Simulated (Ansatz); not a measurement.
# Moving the knobs of a GW run on H2CClF (P2_1)

Aim: change settings of a G0W0 run on H2CClF (P2_1) and see what moves.

Program: Ansatz 0.2.0. Level of theory: G0W0 on PBE, plane waves, PAW; PAW set soft_1. Results are calculated unless marked as measured.

## 1. The structure

The structure is monoclinic, space group P2_1 (No. 4). The conventional cell has a = 5.021 Å, b = 4.148 Å, c = 6.768 Å, α = 90.00°, β = 108.21°, γ = 90.00°. Nearest to H lie 1 C at 1.09 Å. Nearest to C lie 2 H at 1.09 Å and 1 F at 1.38 Å and 1 Cl at 1.79 Å. Cl has 1 C at 1.79 Å nearest. Nearest to F lie 1 C at 1.38 Å. Farther neighbours and most contacts between anions are not listed.

Geometry: measured cell, ions relaxed with PBE. The runs that relaxed it are not among those shown.

## 2. The base run: 2×4×2 mesh, 107 empty bands, screening to 50 eV, PAW set soft_1 files

Now the one-shot GW correction: screening in the RPA, then the self-energy of the levels asked for. This step takes PAW set soft_1 files.

File input.yaml:

```yaml
crystal:
  lattice:
    - [5.0206, 0.0, 0.0]
    - [0.0, 4.1477, 0.0]
    - [-2.1143188253, 0.0, 6.4288463713]
  atoms:
    - { symbol: H, position: [0.2852960594, 0.3914791351, 0.1553943381] }
    - { symbol: H, position: [0.7147039406, 0.8914791351, 0.8446056619] }
    - { symbol: H, position: [0.5707653094, 0.1078566959, 0.2708502709] }
    - { symbol: H, position: [0.4292346906, 0.6078566959, 0.7291497291] }
    - { symbol: C, position: [0.3460283809, 0.1408088981, 0.1943138297] }
    - { symbol: C, position: [0.6539716191, 0.6408088981, 0.8056861703] }
    - { symbol: Cl, position: [0.1663619786, 0.0024810456, 0.3682784982] }
    - { symbol: Cl, position: [0.8336380214, 0.5024810456, 0.6317215018] }
    - { symbol: F, position: [0.264389849, 0.9578742253, 0.0148699962] }
    - { symbol: F, position: [0.735610151, 0.4578742253, 0.9851300038] }
kpoints:
  mp_grid: { grid: [2, 4, 2] }
hamiltonian:
  xc: pbe
  pseudopotentials: { kind: paw, azcp: { folder: soft_1 } }
scf:
  occupations: { method: fixed }
gw:
  n_empty_bands: 107
  ecut_chi: 50
  qp_bands: [v3, c3]
  qp_kpoints: band_edges
  screening: { model: contour_deformation }
```

Launch:

```
ansatz run input.yaml --threads 2 --pin off --max-ram 92160MiB --backend cuda --events-out ev --progress --plain --runs-dir out --devices 1 --max-vram 13GiB
```

Numbers of over 12 decimals in the logs are rounded to 6 here.

Output:

```text
GPUs: using 1 of 1 available (devices: 1).
Engine: ansatz 0.2.0, x86_64-unknown-linux-gnu
Pseudopotentials: kind: paw
Pseudopotential: H, paw, valence charge 1, recommended cutoff 420 eV (normal), soft_1/H.paw.azcp
Pseudopotential: C, paw, valence charge 4, recommended cutoff 420 eV (normal), soft_1/C.paw.azcp
Pseudopotential: Cl, paw, valence charge 7, recommended cutoff 420 eV (normal), soft_1/Cl.paw.azcp
Pseudopotential: F, paw, valence charge 7, recommended cutoff 420 eV (normal), soft_1/F.paw.azcp
Functional definition: PBE
  parameter kappa = 0.804
  parameter beta = 0.066725
  exchange = pbe_x(kappa = kappa, mu = beta*pi^2/3)
  correlation = pbe_c(beta = beta)
device memory: the entry about to start is reckoned to put 1.0 GiB on a device that reports 48.0 GiB free (of which the cap on the GPU budget leaves the run 13.0 GiB)
GPU FFT provider: cuFFT
GPU libraries: cuBLAS 13.8.2, cuFFT 12.4.0, cuSOLVER 12.3.4
Crystal: 10 atoms, lattice volume = 133.874 Å³
Basis set: ecut = 420 eV, 2603 PW (Γ)
Bands: 30, of which v1, the nominal top of the filled ones, is band 20 counted from 1 (19 counted from 0)
Symmetry: 2 space group operations
Space group: P21 (ITA 4), of the structure as read, at distance tolerance 5.1e-5 Å
k-points: 12 of 16 (time reversal used)
Non-local potential: H, projectors of the file, l = 0: 2, l = 1: 1
Non-local potential: C, projectors of the file, l = 0: 2, l = 1: 2, l = 2: 1
Non-local potential: Cl, projectors of the file, l = 0: 2, l = 1: 2, l = 2: 1
Non-local potential: F, projectors of the file, l = 0: 2, l = 1: 2, l = 2: 1
PAW form: soft (Blöchl's): semilocal exchange-correlation on the pseudo side does not see the compensation charge
PAW one-centre angular grid: H, 110 points (default); XC on 64 Gauss nodes
PAW one-centre angular grid: C, 110 points (default); XC on 64 Gauss nodes
PAW one-centre angular grid: Cl, 110 points (default); XC on 64 Gauss nodes
PAW one-centre angular grid: F, 110 points (default); XC on 64 Gauss nodes
Initial density: superposition of atomic densities (chi_scale 0.1, normalization cell, long waves kept (reshape's long-wave potential 0.59 eV rms))
Initial wavefunctions: pseudopotential atomic-orbital guess
GPU buffer pool allocated for 51840 grid points (all kernels)
GPU transforms: local potential and band sums: pruned to the plane-wave sphere, on 36×27×45
Functional: x = pbe(κ = 0.804, μ = 0.219515), c = pbe(β = 0.066725)
SCF iter   1: F=—  HF=-4347.519654 eV  |F-HF|=—  |Δ(HF+E_count)|=         —  Δρ=1.23e-1  dr2=1.88e1  ethr=3.10e-3  ⟨swp⟩=5.0  Hψ=1531  notcnv=0  defer=95
preconditioner: auto → Resta (q_TF=auto, 2.231 Å⁻¹)  ε∞=3.0  [insulator: Δε(μ)=4.340 eV  Ē_g=13.527 eV  n_scr=26 (ndim 8)  ℏωp=19.3 eV  f_vac=0.036  ε∞_Penn≈3.0]
[...]
NSCF: frozen V_eff on 1 k-points
SCF converged after 9 iterations
Free energy (F): -4341.607932 eV
Harris-Foulkes:  -4341.607932 eV  (|F-HF|=2.15e-8)
Internal energy: -4341.607932 eV  (E = F + TS)
E sigma→0 (E₀):  -4341.607932 eV
Fermi energy:    -0.643257 eV
--- Per-component energies (eV) ---
  E_band       = -302.523902
  E_kinetic    = 926.890267
  E_local      = -2731.495691  (includes V_loc(G=0)·N_el)
  E_nonlocal   = 286.047719
  E_hartree    = 986.859867
  E_xc         = -495.776876
  E_vxc        = -588.382539  (∫ρ·V_xc dr)
  E_paw        = -1929.952272  (= ΣΔE_a)
  E_vpaw       = -169.301583  (= ΣTr[D̂ρ^β])
  E_aug_tail   = -0.002855  (compensation charges beyond the density's cutoff)
  E_ewald      = -1384.178092
  E_smearing   = -0.000000  (= −TS)
  E_closure    = 0.000000  (closes the sum)
  Σ components = -4341.607932   (vs F -4341.607932, Δ=0.00e0)
--- Band table (eV; the first three rows and the last of 12) ---
  k-point 0: bands = [... 16 lower, -1.4061, -1.3806, -1.3600, -0.8927, 5.7080, 5.9461, 6.4454, 7.5728, ... 6 higher]
  k-point 1: bands = [... 16 lower, -1.5466, -1.2672, -1.2529, -0.9252, 5.7787, 5.8058, 6.6974, 7.0105, ... 6 higher]
  k-point 2: bands = [... 16 lower, -1.4799, -1.4195, -1.2305, -0.8753, 5.6680, 5.9639, 6.7683, 7.6531, ... 6 higher]
  k-point 11: bands = [... 16 lower, -1.4152, -1.4152, -0.6492, -0.6492, 5.8875, 5.8875, 7.1797, 7.1797, ... 6 higher]
--- G₀W₀: contour deformation, 5 samples at zero and on the imaginary axis and 1 off it, 16 q-points, 107 empty bands' worth ---
  eigenvalues of the whole cell's RPA ε∞ on this k-mesh (on a slab, of 1 + 4πα/V) = 2.0276, 2.0369, 2.3889; static W/v taken at q = 0 is 0.459860
  bands read: the sum over 127 bands ends inside a degenerate multiplet in 4 slots, whose members it reads at an even weight; the widest, k=4: bands 127 to 128 (counted from 1) at 1/2 each
  gw.qp_kpoints: band_edges: 12 of 12 stored k-points solved, in 1 pass; an edge of the gap read off the rows below is read off those points alone
    ik  band        ε_KS         Σx   Σc(E_QP)       V_xc       Z   E_QP_lin       E_QP  E_QP is
     0    18     -1.3806   -21.8595     3.0920   -16.9521  0.8190    -3.2305    -3.1958  root
     0    19     -1.3600   -20.8088     2.9738   -15.9887  0.8199    -3.2432    -3.2063  root
     0    20     -0.8927   -21.1926     2.8947   -16.5461  0.8239    -2.6747    -2.6444  root
     0    21      5.7080    -8.7262    -3.3634   -14.4294  0.8444     8.0941     8.0479  root
     0    22      5.9461    -8.8679    -3.4440   -14.6990  0.8415     8.3837     8.3331  root
     0    23      6.4454    -5.9888    -3.1836   -10.7007  0.8633     7.9906     7.9737  root
     1    18     -1.2672   -21.5176     3.0197   -16.6669  0.8224    -3.1326    -3.0982  root
     1    19     -1.2529   -20.8134     2.9614   -16.0130  0.8209    -3.1280    -3.0918  root
[...]
11    20     -0.6492   -21.9100     3.0124   -17.1229  0.8269    -2.4538    -2.4238  root
    11    21      5.8875    -9.3124    -3.4824   -15.2563  0.8404     8.4030     8.3490  root
    11    22      5.8875    -9.3124    -3.4824   -15.2563  0.8404     8.4030     8.3490  root
    11    23      7.1797    -7.0181    -3.4115   -12.4385  0.8539     9.2226     9.1885  root
```

Wall time 9.3 s (1 × NVIDIA H100 80GB HBM3 (shared by 6 runs) with 2 threads of AMD EPYC 7R13 (Zen 3), shared host); peak memory 1.1 GiB; 11 s of CPU time.

In the SCF lines HF is the Harris–Foulkes energy and dr2 the Hartree energy of the density residual, in eV; the loop may stop once dr2 is under the threshold and the program's other checks hold. Hψ counts applications of the Hamiltonian.

This step gave:

| Property | Result |
| --- | --- |
| bands summed | 127 |
| RPA ε∞ on this mesh (eigenvalues) | 2.028, 2.037, 2.389 |
| plane waves in the screening matrix | 111 |
| q-points in the mesh | 16 |
| G0W0 gap on the mesh | 10.03 eV |
| k of the valence top | -0.5, -0.5, -0.5 |
| k of the conduction bottom | -0.5, 0, 0 |
| starting gap on the mesh | 5.994 eV |
| Z at the valence top | 0.8269 |
| Z at the conduction bottom | 0.8454 |
| least direct G0W0 gap on the computed points | 10.04 eV |

The gap on the mesh goes from 5.99 eV to 10.03 eV, a correction of +4.04 eV. Between the two edge states, bare exchange in place of the xc potential would open the gap by 10.45 eV, and correlation takes back 6.42 eV.

## 3. Variant: fewer bands

input.yaml, as its differences from that of step 2:

```diff
@@ -24,4 +24,4 @@
 gw:
-  n_empty_bands: 107
-  ecut_chi: 50
+  n_empty_bands: 60
+  ecut_chi: 60
   qp_bands: [v3, c3]
```

Output:

```text
GPUs: using 1 of 1 available (devices: 1).
[...]
GPU FFT provider: cuFFT
GPU libraries: cuBLAS 13.8.2, cuFFT 12.4.0, cuSOLVER 12.3.4
Crystal: 10 atoms, lattice volume = 133.874 Å³
Basis set: ecut = 420 eV, 2603 PW (Γ)
Bands: 30, of which v1, the nominal top of the filled ones, is band 20 counted from 1 (19 counted from 0)
[... 1 set-up line as in the run before ...]
[...]
k-points: 12 of 16 (time reversal used)
[...]
GPU buffer pool allocated for 51840 grid points (all kernels)
[...]
SCF iter   1: F=—  HF=-4347.519654 eV  |F-HF|=—  |Δ(HF+E_count)|=         —  Δρ=1.23e-1  dr2=1.88e1  ethr=3.10e-3  ⟨swp⟩=5.0  Hψ=1531  notcnv=0  defer=95
[...]
SCF iter   9: F=-4341.607932 eV  HF=-4341.607932 eV  |F-HF|=2.15e-8  |Δ(HF+E_count)|=   5.81e-7  Δρ=2.59e-6  dr2=1.09e-8  ethr=2.50e-10  ⟨swp⟩=12.8  Hψ=1916  notcnv=0
SCF 1 converged in 9 iterations: F = -4341.607932 eV  dr2 = 1.09e-8
[...]
NSCF: frozen V_eff on 12 k-points, pencils in batches of 32, up to order 120
[...]
NSCF: frozen V_eff on 12 k-points
G₀W₀ screening: q 1/12
[... further progress lines ...]
[...]
SCF converged after 9 iterations
Free energy (F): -4341.607932 eV
[...]
Internal energy: -4341.607932 eV  (E = F + TS)
E sigma→0 (E₀):  -4341.607932 eV
Fermi energy:    -0.643257 eV
[...]
--- Band table (eV; the first three rows and the last of 12) ---
  k-point 0: bands = [... 16 lower, -1.4061, -1.3806, -1.3600, -0.8927, 5.7080, 5.9461, 6.4454, 7.5728, ... 6 higher]
  k-point 1: bands = [... 16 lower, -1.5466, -1.2672, -1.2529, -0.9252, 5.7787, 5.8058, 6.6974, 7.0105, ... 6 higher]
  k-point 2: bands = [... 16 lower, -1.4799, -1.4195, -1.2305, -0.8753, 5.6680, 5.9639, 6.7683, 7.6531, ... 6 higher]
  k-point 11: bands = [... 16 lower, -1.4152, -1.4152, -0.6492, -0.6492, 5.8875, 5.8875, 7.1797, 7.1797, ... 6 higher]
[...]
0    18     -1.3806   -21.8595     3.1989   -16.9521  0.8165    -3.1199    -3.0890  root
     0    19     -1.3600   -20.8088     3.0789   -15.9887  0.8178    -3.1342    -3.1011  root
     0    20     -0.8927   -21.1926     2.9987   -16.5461  0.8218    -2.5674    -2.5405  root
     0    21      5.7080    -8.7262    -3.1317   -14.4294  0.8443     8.3370     8.2796  root
     0    22      5.9461    -8.8679    -3.2234   -14.6990  0.8413     8.6159     8.5538  root
     0    23      6.4454    -5.9888    -2.9618   -10.7007  0.8643     8.2183     8.1955  root
     1    18     -1.2672   -21.5176     3.1265   -16.6669  0.8203    -3.0220    -2.9913  root
     1    19     -1.2529   -20.8134     3.0654   -16.0130  0.8190    -3.0202    -2.9878  root
[...]
11    20     -0.6492   -21.9100     3.1227   -17.1229  0.8248    -2.3400    -2.3135  root
    11    21      5.8875    -9.3124    -3.2543   -15.2563  0.8401     8.6436     8.5771  root
    11    22      5.8875    -9.3124    -3.2543   -15.2563  0.8401     8.6436     8.5771  root
    11    23      7.1797    -7.0181    -3.1838   -12.4385  0.8548     9.4596     9.4162  root
```

It took 9.2 s on 1 × NVIDIA H100 80GB HBM3 (shared by 6 runs) with 2 threads; peak memory 1.1 GiB; 7.8 s of CPU time.

Against the base:

```
              setting  base  variant
          empty bands   107       60
screening cutoff (eV)    50       60
```

```
                                    quantity  variant    base
                    starting gap on the mesh    5.994   5.994
                        G0W0 gap on the mesh   10.144  10.031
least direct G0W0 gap on the computed points   10.164  10.044
                        Z at the valence top    0.825   0.827
                  Z at the conduction bottom    0.845   0.845
```

## 4. Outcome

```yaml
base: 10.03 eV, 9.3 s
fewer_bands: 10.14 eV, 9.2 s
```

Fewer bands: the gap moves by +0.11 eV; such settings are too crude to quote. The variant differs from the base in empty bands and screening cutoff together, so the change can't be laid to one of them. All runs here use a coarse mesh and modest cutoffs; they test settings and are not final values. The 2×4×2 mesh is coarse for this cell (its supercell is 10 Å along the shortest edge). The RPA ε∞ on it, from the PBE start, is 2.03, 2.04 and 2.39; such meshes misread the long-range screening, most where the gap is narrow.

[Paths, hosts, dates, memory and timing lines, banners, echoed tables and standing remarks are left out of the program output.]

[Logs are printed without paths, hosts, clocks, repeated set-up lines and the standing remarks that a program may print on its own settings, such as how far it seeks lower states.]

[Runs of the session that timed out or met a known fault of the program may be left out.]

[Cells called generated may have been cut or substituted from an entry of the Crystallography Open Database or the Materials Project.]

[Hosts, paths, dates, database ids (printed as entryN), source tags and the programs' standing remarks are cut or masked in the printed files.]
